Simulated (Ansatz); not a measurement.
# Quasi-harmonic thermodynamics of GaAs (F-43m), part 2 of 2

Wanted: α(T), C_P(T) and B(T) of GaAs in the quasi-harmonic approximation.

What experiment has found for this phase:
- volume expansion coefficient 16.2 1e-6/K, heat capacity C_P per formula unit 46.8 J/mol/K and bulk modulus 74.8 GPa near room temperature (given in “High-Throughput Prediction of Finite-Temperature Properties using the Quasi-Harmonic Approximation”, 2016, arXiv:1603.06924)

Ansatz 0.2.0; DFT PBE, scalar-relativistic, plane waves, PAW (the session's first sound run).

So far. Step 2 (A first coarse run): The start is under 3.3 GPa at this level and looks like an insulator or semiconductor on this mesh. Step 4 (Relaxing to small residual forces and stress): The residual pressure is 0.0023 GPa, small enough for phonons. The relaxed cell has a = 5.745 Å (conventional setting).

## Step 5: Relaxing at another setting

The functional, the potentials or the cutoff change, so the crystal is relaxed again at the new setting.

This step: DFT PBE+D3(BJ), scalar-relativistic, plane waves, PAW (Ansatz 0.2.0).

input.yaml reads:

```yaml
crystal:
  lattice:
    - [0.0, 2.8726922801, 2.8726922801]
    - [2.8726922801, 0.0, 2.8726922801]
    - [2.8726922801, 2.8726922801, 0.0]
  atoms:
    - { symbol: Ga, position: [0.0, 0.0, 0.0] }
    - { symbol: As, position: [0.25, 0.25, 0.25] }
kpoints:
  mp_grid: { grid: [12, 12, 12] }
hamiltonian:
  xc: pbe
  dispersion: d3bj
scf:
  occupations: { method: gaussian, width: 0.02 }
output:
  forces: true
  stress: true
  eigenvalues: true
relax:
  adjacent_minimum: "off"
  f_tol: 0.001
  max_steps: 60
  cell: { stress_tol: 0.01 }
```

Started as:

```sh
$ ansatz run input.yaml --threads 4 --pin off --max-ram 8192MiB --backend cpu --events-out ev --progress --plain --runs-dir out
```

Numbers of over 12 decimals in the logs are rounded to 6 here.

What it wrote:

```text
[...]
Crystal: 2 atoms, lattice volume = 47.413 Å³
Basis set: ecut = 420 eV, 941 PW (Γ), exchange–correlation on 60×60×60 points (8 copies of the dense FFT grid, shifted against one another)
Bands: 18, of which v1, the nominal top of the filled ones, is band 14 counted from 1 (13 counted from 0)
Symmetry: 24 space group operations
[...]
k-points: 72 of 1728 (time reversal used)
[...]
SCF iter   1: F=—  HF=-8640.478410 eV  |F-HF|=—  |Δ(HF+E_count)|=         —  Δρ=1.94e-3  dr2=3.12e-3  ethr=1.77e-3  ⟨swp⟩=6.0  Hψ=6006  notcnv=0
[...]
SCF iter   6: F=-8640.477424 eV  HF=-8640.477424 eV  |F-HF|=7.49e-9  |Δ(HF+E_count)|=   1.74e-7  Δρ=6.21e-6  dr2=1.73e-8  ethr=3.57e-10  ⟨swp⟩=5.0  Hψ=5843  notcnv=0
SCF 1 converged in 6 iterations: F = -8640.477424 eV  dr2 = 1.73e-8
[...]
relax step   1: F+E_penalty+E_count = -8640.47742422 eV  Δ(F+E_penalty+E_count) = +0.000e0 eV  max|allowed force component| = 1.018e-16 eV/Å  Δτ_max = 0.0000 Å  P = -2.269 GPa  Ω = 47.413 Å³  (6 SCF iters, dr2 threshold 1.00e-7 eV, accepted)
Crystal: 2 atoms, lattice volume = 45.949 Å³
Basis set: ecut = 420 eV, 893 PW (Γ), exchange–correlation on 60×60×60 points (8 copies of the dense FFT grid, shifted against one another)
[...]
SCF iter   5: F=-8640.489931 eV  HF=-8640.489931 eV  |F-HF|=1.24e-7  |Δ(HF+E_count)|=   4.75e-7  Δρ=1.34e-5  dr2=5.97e-8  ethr=7.14e-10  ⟨swp⟩=5.0  Hψ=5613  notcnv=0
SCF 2 converged in 5 iterations: F = -8640.489931 eV  dr2 = 5.97e-8
relax step   2: F+E_penalty+E_count = -8640.48993128 eV  Δ(F+E_penalty+E_count) = -1.251e-2 eV  max|allowed force component| = 5.327e-17 eV/Å  Δτ_max = 0.0000 Å  P = -0.345 GPa  Ω = 45.949 Å³  energy of the carried Pulay correction = +2.980e-4 eV  (5 SCF iters, dr2 threshold 2.00e-7 eV, accepted)
Crystal: 2 atoms, lattice volume = 45.696 Å³
[...]
SCF iter   4: F=-8640.490238 eV  HF=-8640.490238 eV  |F-HF|=6.47e-9  |Δ(HF+E_count)|=   1.16e-7  Δρ=7.44e-6  dr2=1.40e-8  ethr=7.14e-10  ⟨swp⟩=5.0  Hψ=5937  notcnv=0
SCF 3 converged in 4 iterations: F = -8640.490238 eV  dr2 = 1.40e-8
relax step   3: F+E_penalty+E_count = -8640.49023799 eV  Δ(F+E_penalty+E_count) = -3.067e-4 eV  max|allowed force component| = 5.399e-17 eV/Å  Δτ_max = 0.0000 Å  P = +0.025 GPa  Ω = 45.696 Å³  energy of the carried Pulay correction = +3.504e-4 eV  (4 SCF iters, dr2 threshold 2.00e-7 eV, accepted)
[...]
relax step   4: F+E_penalty+E_count = -8640.49023575 eV  Δ(F+E_penalty+E_count) = +2.238e-6 eV  max|allowed force component| = 2.855e-17 eV/Å  Δτ_max = 0.0000 Å  P = -0.001 GPa  Ω = 45.713 Å³  energy of the carried Pulay correction = +3.469e-4 eV  (4 SCF iters, dr2 threshold 1.54e-9 eV, accepted)
Basis set: ecut = 420 eV, 893 PW (Γ), exchange–correlation on 54×54×54 points (8 copies of the dense FFT grid, shifted against one another)
[...]
SCF iter   7: F=-8640.489892 eV  HF=-8640.489892 eV  |F-HF|=1.82e-12  |Δ(HF+E_count)|=  1.82e-12  Δρ=1.28e-8  dr2=3.47e-14  ethr=1.00e-12  ⟨swp⟩=4.0  Hψ=4594  notcnv=0
SCF 5 converged in 7 iterations: F = -8640.489892 eV  dr2 = 3.47e-14
relax step   5: F+E_penalty+E_count = -8640.48989219 eV  Δ(F+E_penalty+E_count) = +3.436e-4 eV  max|allowed force component| = 4.510e-17 eV/Å  Δτ_max = 0.0000 Å  P = -0.001 GPa  Ω = 45.713 Å³  stress off target by 7.96e-4 GPa  SCF on the basis re-selected at this cell (its energy is not comparable with the rows above)  (7 SCF iters)
basis re-selected at this cell: Δ(F+E_penalty+E_count) = +3.436e-4 eV, ΔP = -0.000 GPa vs the last step (what re-selecting the basis moved, of the pressure what is left beyond the Pulay correction that the steps carried, after the strain that the cell walked since its last selection, with what the two solves' SCF thresholds leave and, on support functions, any second-order correction that the steps lacked; it is no measure of the basis error at this ecutwfc). The dense FFT grid was sized anew with the basis: this SCF ran on 27×27×27 points, the steps before it on 30×30×30, so part of this shift can come from that change (see relax.cell in the input reference). [rest of the remark cut]
SCF converged after 7 iterations
Free energy (F): -8640.489892 eV
[...]
Internal energy: -8640.489892 eV  (E = F + TS)
E sigma→0 (E₀):  -8640.489892 eV
Fermi energy:    8.237717 eV
[...]
--- Stress (GPa, compression-positive) ---
       -0.000796       0.000000       0.000000
        0.000000      -0.000796       0.000000
        0.000000       0.000000      -0.000796
  P = ⅓ Tr σ = -0.0008 GPa (-0.008 kbar)
--- Band table (eV; the first three rows and the last of 72) ---
  k-point 0: bands = [... 10 lower, -4.6207, 8.0229, 8.0229, 8.0229, 8.4515, 11.7608, 11.7608, 11.7608]
  k-point 1: bands = [... 10 lower, -4.5402, 6.7960, 7.9119, 7.9119, 9.3179, 11.9078, 11.9267, 11.9267]
  k-point 2: bands = [... 10 lower, -4.3058, 5.3175, 7.6501, 7.6501, 9.6102, 12.2994, 12.2994, 12.6723]
  k-point 71: bands = [... 10 lower, -2.1174, 1.4502, 4.5478, 4.7408, 12.5917, 12.7415, 13.4023, 14.0681]
--- Relaxed structure (4 steps of the walk, 4 accepted, 1 SCFs on fresh bases) ---
[...]
cell:  # Å, volume = 45.7129 Å³
    - [0, 2.837938, 2.837938]
    - [2.837938, 0, 2.837938]
    - [2.837938, 2.837938, 0]
  atoms:
    - { symbol: Ga, position: [0, 0, 0] }
    - { symbol: As, position: [0.25, 0.25, 0.25] }
```

It took 7.9 s on 4 threads of Arm Neoverse V1, shared host; peak memory 0.43 GiB; 29 s of CPU time.

The steps of the relaxation:

```csv
step,energy less that of the first step (eV),largest force component (eV/Å),pressure (GPa),volume (Å³)
1,0.0000,0.0000,-2.27,47.41
2,-0.0125,0.0000,-0.34,45.95
3,-0.0128,0.0000,0.02,45.70
4,-0.0128,0.0000,0.00,45.71
5*,-0.0125,0.0000,0.00,45.71
```

Relaxation steps marked * repeat the geometry before them on a plane-wave basis chosen anew for their cell, so energy and pressure can jump there.

Forces are held to the 24 operations that the run works with; a distortion that breaks them can't arise in this run.

```csv
"conventional cell, symmetrised",before,after,change
a (Å),5.745,5.676,-1.2 %
b (Å),5.745,5.676,-1.2 %
c (Å),5.745,5.676,-1.2 %
volume (Å³/atom),23.71,22.86,-3.6 %
```

The relaxed structure:

```
Ga As
1.0
     0.00000    2.83794    2.83794
     2.83794    0.00000    2.83794
     2.83794    2.83794    0.00000
Ga As
1 1
Cartesian
  0.0000 0.0000 0.0000
  1.4190 1.4190 1.4190
```

This step gave:

| Quantity | Value |
| --- | --- |
| pressure | -7.96e-4 GPa |
| gap on the k-mesh | 0.4285 eV |
| volume per atom | 22.86 Å³ |

The residual pressure is -8.0e-4 GPa, small enough for phonons.

## Step 6: Phonons on strained cells

The study relaxes the crystal at several strains, solves the phonons on some of them and minimises the free energy at each temperature (static energy, vibrations, the electrons in a metal, and PV under a set pressure); the q-mesh sets how far the force constants reach.

input.yaml reads:

```yaml
crystal:
  lattice:
    - [0.0, 2.8379382902, 2.8379382902]
    - [2.8379382902, 0.0, 2.8379382902]
    - [2.8379382902, 2.8379382902, 0.0]
  atoms:
    - { symbol: Ga, position: [0.0, 0.0, 0.0] }
    - { symbol: As, position: [0.25, 0.25, 0.25] }
kpoints:
  mp_grid: { grid: [12, 12, 12] }
hamiltonian:
  xc: pbe
  dispersion: d3bj
scf:
  occupations: { method: fixed }
output:
  eigenvalues: true
phonons:
  method: dfpt
  qmesh: [4, 4, 4]
  temperatures: { t_max: 800.0, t_step: 50 }
  thermal_expansion: {}
```

What it wrote:

```text
Warning: phonons: the dynamical matrix that this run interpolates holds no multipole term above the dipole-dipole one, and a site of this crystal is no centre of inversion, so its interpolated transverse optical and acoustic branches and sound speeds can stay off near Gamma, and the density of states and the thermodynamics with them. What a run solves at a wave vector of phonons.qpoints, Gamma apart, where the deck admits one, is free of this, and under fd what a larger phonons.supercell samples
[...]
Crystal: 2 atoms, lattice volume = 45.713 Å³
Basis set: ecut = 487.2 eV, 1139 PW (Γ), exchange–correlation on 60×60×60 points (8 copies of the dense FFT grid, shifted against one another)
Bands: 18, of which v1, the nominal top of the filled ones, is band 14 counted from 1 (13 counted from 0)
Symmetry: 24 space group operations
[...]
k-points: 72 of 1728 (time reversal used)
[...]
SCF iter   1: F=—  HF=-8640.492852 eV  |F-HF|=—  |Δ(HF+E_count)|=         —  Δρ=1.91e-3  dr2=2.84e-3  ethr=1.77e-3  ⟨swp⟩=4.7  Hψ=5417  notcnv=0  defer=130
[...]
SCF iter   8: F=-8640.491650 eV  HF=-8640.491650 eV  |F-HF|=2.73e-11  |Δ(HF+E_count)|=  1.04e-10  Δρ=2.09e-7  dr2=1.19e-11  ethr=1.00e-12  ⟨swp⟩=7.0  Hψ=6976  notcnv=0
SCF 1 converged in 8 iterations: F = -8640.491650 eV  dr2 = 1.19e-11
[...]
relax step   1: F+E_penalty+E_count = -8640.49165029 eV  Δ(F+E_penalty+E_count) = +0.000e0 eV  max|allowed force component| = 1.203e-16 eV/Å  Δτ_max = 0.0000 Å  (8 SCF iters, accepted)
SCF converged after 8 iterations
Free energy (F): -8640.491650 eV
[...]
Internal energy: -8640.491650 eV  (E = F + TS)
E sigma→0 (E₀):  -8640.491650 eV
Fermi energy:    8.022476 eV
[...]
--- Stress (GPa, compression-positive) ---
        0.000777       0.000000      -0.000000
        0.000000       0.000777       0.000000
       -0.000000       0.000000       0.000777
  P = ⅓ Tr σ = 0.0008 GPa (0.008 kbar)
--- Band table (eV; the first three rows and the last of 72) ---
  k-point 0: bands = [... 10 lower, -4.6209, 8.0225, 8.0225, 8.0225, 8.4515, 11.7604, 11.7604, 11.7604]
  k-point 1: bands = [... 10 lower, -4.5404, 6.7957, 7.9115, 7.9115, 9.3177, 11.9074, 11.9263, 11.9263]
  k-point 2: bands = [... 10 lower, -4.3060, 5.3172, 7.6497, 7.6497, 9.6100, 12.2991, 12.2991, 12.6719]
  k-point 71: bands = [... 10 lower, -2.1179, 1.4502, 4.5474, 4.7405, 12.5915, 12.7408, 13.4018, 14.0676]
── thermal expansion: 3 new cells, 3 in all ──
thermal expansion: variable-cell relaxation of cell 1
thermal expansion: relaxation of cell 1
thermal expansion: relaxation of cell 2
thermal expansion: relaxation of cell 3
── thermal expansion: 2 new cells, 5 in all ──
thermal expansion: relaxation of cell 4
thermal expansion: lower-state search of cell 4
thermal expansion: electrons of cell 4
thermal expansion: phonons of cell 4
thermal expansion: relaxation of cell 5
thermal expansion: electrons of cell 1
thermal expansion: electrons of cell 2
thermal expansion: electrons of cell 3
thermal expansion: electrons of cell 5
thermal expansion: phonons of cell 5
── thermal expansion: 5 new cells, 10 in all ──
thermal expansion: relaxation of cell 6
thermal expansion: relaxation of cell 7
thermal expansion: relaxation of cell 8
thermal expansion: relaxation of cell 9
thermal expansion: relaxation of cell 10
thermal expansion: electrons of cell 6
thermal expansion: electrons of cell 7
thermal expansion: electrons of cell 8
thermal expansion: electrons of cell 9
thermal expansion: electrons of cell 10
thermal expansion: phonons of cell 6
thermal expansion: phonons of cell 7
--- Relaxed structure (1 steps of the walk, 1 accepted, 0 SCFs on fresh bases) ---
  F+E_penalty+E_count = -8640.49165029 eV   max|allowed force component| = 1.203e-16 eV/Å
  atoms:
    - { symbol: Ga, position: [0.0, 0.0, 0.0] }
    - { symbol: As, position: [0.25, 0.25, 0.25] }
--- Thermal expansion: 10 cells in 3 rounds, 0 GPa ---
  no lower state was reached at cell 4
  without vibrations: a 4.01347, b 4.01347, c 4.01347 Å, V 45.7135 Å³, B 67.65 GPa
  at 0 K: a 4.01860, b 4.01860, c 4.01860 Å, V 45.8890 Å³, B 66.75 GPa
  zero-point expansion: a +0.128, b +0.128, c +0.128, V +0.384 %
      T/K        a/Å        b/Å        c/Å       V/Å³ | expansion of a, b, c, V (1e-6/K)   | that of V in the mean from 25 °C | C_P, C_V (J/mol K of the cell) | B_T, B_S (GPa)
     0.00    4.01860    4.01860    4.01860    45.8890 |    0.00    0.00    0.00    0.00 |   11.00 |     0.000     0.000 |    66.75    66.75
   100.00    4.01882    4.01882    4.01882    45.8966 |    2.63    2.63    2.63    7.88 |   15.73 |    29.846    29.835 |    66.43    66.46
   200.00    4.02059    4.02059    4.02059    45.9571 |    5.57    5.57    5.57   16.72 |   18.36 |    42.958    42.856 |    65.61    65.76
   298.15    4.02300    4.02300    4.02300    46.0401 |    6.54    6.54    6.54   19.61 |       - |    46.701    46.495 |    64.71    64.99
   350.00    4.02440    4.02440    4.02440    46.0880 |    6.81    6.81    6.81   20.44 |   20.06 |    47.650    47.389 |    64.22    64.57
   450.00    4.02722    4.02722    4.02722    46.1850 |    7.18    7.18    7.18   21.55 |   20.73 |    48.724    48.356 |    63.28    63.76
   550.00    4.03017    4.03017    4.03017    46.2866 |    7.45    7.45    7.45   22.36 |   21.26 |    49.337    48.859 |    62.33    62.94
   650.00    4.03322    4.03322    4.03322    46.3918 |    7.68    7.68    7.68   23.04 |   21.71 |    49.745    49.154 |    61.38    62.12
   750.00    4.03636    4.03636    4.03636    46.5003 |    7.89    7.89    7.89   23.67 |   22.12 |    50.053    49.342 |    60.42    61.29
   800.00    4.03797    4.03797    4.03797    46.5557 |    7.99    7.99    7.99   23.97 |   22.32 |    50.186    49.413 |    59.95    60.88
  the static fit leaves 0.001 meV an atom of the energies and, of the stresses, 0.000 GPa of each cell's largest along a strain (root mean squares over the cells), whose Pulay part it has at -0.018 GPa
  vibrations' free energy: its fit passes through its cells
  the electrons' free energy at temperature is in it; its fit leaves 0.0001 meV an atom at the most
  free energies summed between the sampled wave vectors
  estimated error of the fitted expansion in any direction: up to 0.048e-6/K, at 800 K, with few degrees of freedom (an estimate, not a bound: it was exceeded on models of known expansion)
  the energies and the vibrations are of d3bj (s6 = 1.0, s8 = 0.7875, a1 = 0.4289, a2_bohr = 4.4407) at the weights and the pressure of the crystal at rest
  by sums over the sampled wave vectors an expansion of the volume parts by up to 0.88e-6/K
  by a static energy of one degree less an expansion of the volume parts by up to 0.01e-6/K
  band gaps on the cells' k-points are 0.158 to 0.652 eV
```

Wall time 37 min (4 threads); peak memory 3.9 GiB; 2.4 h of CPU time.

This step gave:

| Item | Value |
| --- | --- |
| pressure | 7.77e-4 GPa |
| gap on the k-mesh | 0.4290 eV |
| volume expansion coefficient at 298 K | 19.61 1e-6/K |
| C_P at 298 K | 23.35 J/mol-atom/K |
| entropy at 298 K | 33.26 J/mol-atom/K |
| isothermal bulk modulus at 298 K | 64.71 GPa |
| Grüneisen parameter at 298 K | 0.7565 |
| volume at 298 K | 23.02 Å³/atom |
| principal linear expansion coefficients at 298 K | 6.535, 6.535, 6.535 1e-6/K |

Strained cells of the study; zero-point energy where phonons were solved; the pressures are stresses at a fixed cutoff and can carry an offset from the finite basis. Expansion cells, by row:

```csv
cell,|a| (Å),|b| (Å),|c| (Å),V (Å³/atom),E - E_lowest (meV/atom),"pressure, compression positive (GPa)",gap (eV),zero-point energy (meV/atom)
1,4.013,4.013,4.013,22.86,0,-0.017,0.429,-
2,4.046,4.046,4.046,23.41,2.697,-1.546,0.2528,-
3,3.982,3.982,3.982,22.32,2.821,1.693,0.6083,-
4,4.014,4.014,4.014,22.86,0,-0.035,0.427,33.02
5,4.034,4.034,4.034,23.21,1.102,-1.011,0.3164,32.47
6,4.025,4.025,4.025,23.05,0.338,-0.575,0.3667,32.72
7,4.047,4.047,4.047,23.43,2.874,-1.593,0.2471,32.12
8,3.974,3.974,3.974,22.19,4.361,2.133,0.6519,-
9,3.994,3.994,3.994,22.52,1.058,1.012,0.5389,-
10,4.063,4.063,4.063,23.72,6.352,-2.306,0.1584,-
```

Quasi-harmonic; a, b, c are the run's own cell vectors. Expansion, by row:

```csv
T (K),a (Å),b (Å),c (Å),alpha (deg),beta (deg),gamma (deg),cell volume (Å³/cell),alpha_a (1e-6/K),alpha_b (1e-6/K),alpha_c (1e-6/K),alpha_V (1e-6/K),C_P (J/mol-atom/K),C_V (J/mol-atom/K),S (J/mol-atom/K),B_T (GPa),B_S (GPa),Grueneisen,extrapolation,fit error (1e-6/K)
0,4.019,4.019,4.019,60,60,60,45.89,0,0,0,0,0,0,0,66.75,66.75,-,0,0
50,4.019,4.019,4.019,60,60,60,45.89,-0.04,-0.04,-0.04,-0.11,7.097,7.097,3.922,66.7,66.7,-0.014,0,0
100,4.019,4.019,4.019,60,60,60,45.9,2.63,2.63,2.63,7.88,14.92,14.92,11.41,66.43,66.46,0.485,0,0
150,4.02,4.02,4.02,60,60,60,45.92,4.54,4.54,4.54,13.63,19.29,19.27,18.39,66.04,66.13,0.646,0,0.01
200,4.021,4.021,4.021,60,60,60,45.96,5.57,5.57,5.57,16.72,21.48,21.43,24.27,65.61,65.76,0.708,0,0.01
250,4.022,4.022,4.022,60,60,60,46,6.17,6.17,6.17,18.5,22.66,22.59,29.21,65.15,65.37,0.739,0,0.01
298.1,4.023,4.023,4.023,60,60,60,46.04,6.54,6.54,6.54,19.61,23.35,23.25,33.26,64.71,64.99,0.757,0,0.02
300,4.023,4.023,4.023,60,60,60,46.04,6.55,6.55,6.55,19.64,23.37,23.27,33.41,64.69,64.98,0.757,0,0.02
350,4.024,4.024,4.024,60,60,60,46.09,6.81,6.81,6.81,20.44,23.82,23.7,37.05,64.22,64.57,0.769,0,0.02
400,4.026,4.026,4.026,60,60,60,46.14,7.02,7.02,7.02,21.05,24.14,23.98,40.25,63.75,64.17,0.778,0,0.02
450,4.027,4.027,4.027,60,60,60,46.19,7.18,7.18,7.18,21.55,24.36,24.18,43.11,63.28,63.76,0.784,0,0.02
500,4.029,4.029,4.029,60,60,60,46.24,7.33,7.33,7.33,21.98,24.53,24.32,45.68,62.8,63.35,0.79,0,0.02
550,4.03,4.03,4.03,60,60,60,46.29,7.45,7.45,7.45,22.36,24.67,24.43,48.03,62.33,62.94,0.795,0,0.01
600,4.032,4.032,4.032,60,60,60,46.34,7.57,7.57,7.57,22.71,24.78,24.51,50.18,61.85,62.53,0.8,0,0.01
650,4.033,4.033,4.033,60,60,60,46.39,7.68,7.68,7.68,23.04,24.87,24.58,52.17,61.38,62.12,0.804,0,0.01
700,4.035,4.035,4.035,60,60,60,46.45,7.79,7.79,7.79,23.36,24.95,24.63,54.01,60.9,61.7,0.808,0,0.02
750,4.036,4.036,4.036,60,60,60,46.5,7.89,7.89,7.89,23.67,25.03,24.67,55.74,60.42,61.29,0.812,0,0.03
800,4.038,4.038,4.038,60,60,60,46.56,7.99,7.99,7.99,23.97,25.09,24.71,57.35,59.95,60.88,0.815,0,0.05
```

Table of expansion coefficient by temperature; values in 1e-6/K:

```csv
temperature (K),volume,principal 1
0,0,0
50,-0.11,-0.04
100,7.88,2.63
150,13.6,4.54
200,16.7,5.57
250,18.5,6.17
298,19.6,6.54
300,19.6,6.55
350,20.4,6.81
400,21.1,7.02
450,21.6,7.18
500,22.0,7.33
550,22.4,7.45
600,22.7,7.57
650,23.0,7.68
700,23.4,7.79
750,23.7,7.89
800,24.0,7.99
```

At 298 K the volume expansion is 19.6 × 10⁻⁶/K and B_T is 64.7 GPa. The program raised the cutoff to 487.2 eV by itself: with no cutoff typed, the study takes about 1.16 times the default for its relaxations and scales it with the volume for the phonons.

## Step 7: Summary of results

- settings of these figures: PBE+D3(BJ), 487.2 eV, k 12×12×12, q 4×4×4
- volume expansion coefficient at 298 K: 19.61 1e-6/K
- C_P at 298 K: 23.35 J/mol-atom/K
- entropy at 298 K: 33.26 J/mol-atom/K
- isothermal bulk modulus at 298 K: 64.71 GPa
- Grüneisen parameter at 298 K: 0.7565
- volume at 298 K: 23.02 Å³/atom
- principal linear expansion coefficients at 298 K: 6.535, 6.535, 6.535 1e-6/K

In words: Near room temperature GaAs expands by 19.6 × 10⁻⁶/K in volume by PBE+D3(BJ), with C_P = 23.4 J/(mol K) per mole of atoms and B_T = 64.7 GPa. C_P at room temperature is 94 % of the classical 3R an atom. A measured volume expansion coefficient near room temperature is 16.2 1e-6/K (arXiv:1603.06924); the calculated 19.6 1e-6/K differs by +21 %. A measured bulk modulus near room temperature is 74.8 GPa (arXiv:1603.06924); the calculated 64.7 GPa differs by -13 %. The table does not say whether its value is isothermal or adiabatic. A measured heat capacity per formula unit near room temperature is 46.8 J/mol/K (arXiv:1603.06924); the calculated 46.7 J/mol/K agrees within half a per cent. The interpolation has no quadrupole term, so branches near the zone centre are less sure, since this crystal has sites that are not centres of inversion. The dispersion term is taken with its C6 weights frozen at the crystal at rest, in the force constants and, in the expansion study, in the energies too.

[Logs are printed without paths, hosts, clocks, repeated set-up lines and the standing remarks that a program may print on its own settings, such as how far it seeks lower states.]

[Hosts, paths, dates, database ids (printed as entryN), source tags and the programs' standing remarks are cut or masked in the printed files.]

[A step with changed settings may run another functional than the one named; its input shows which.]
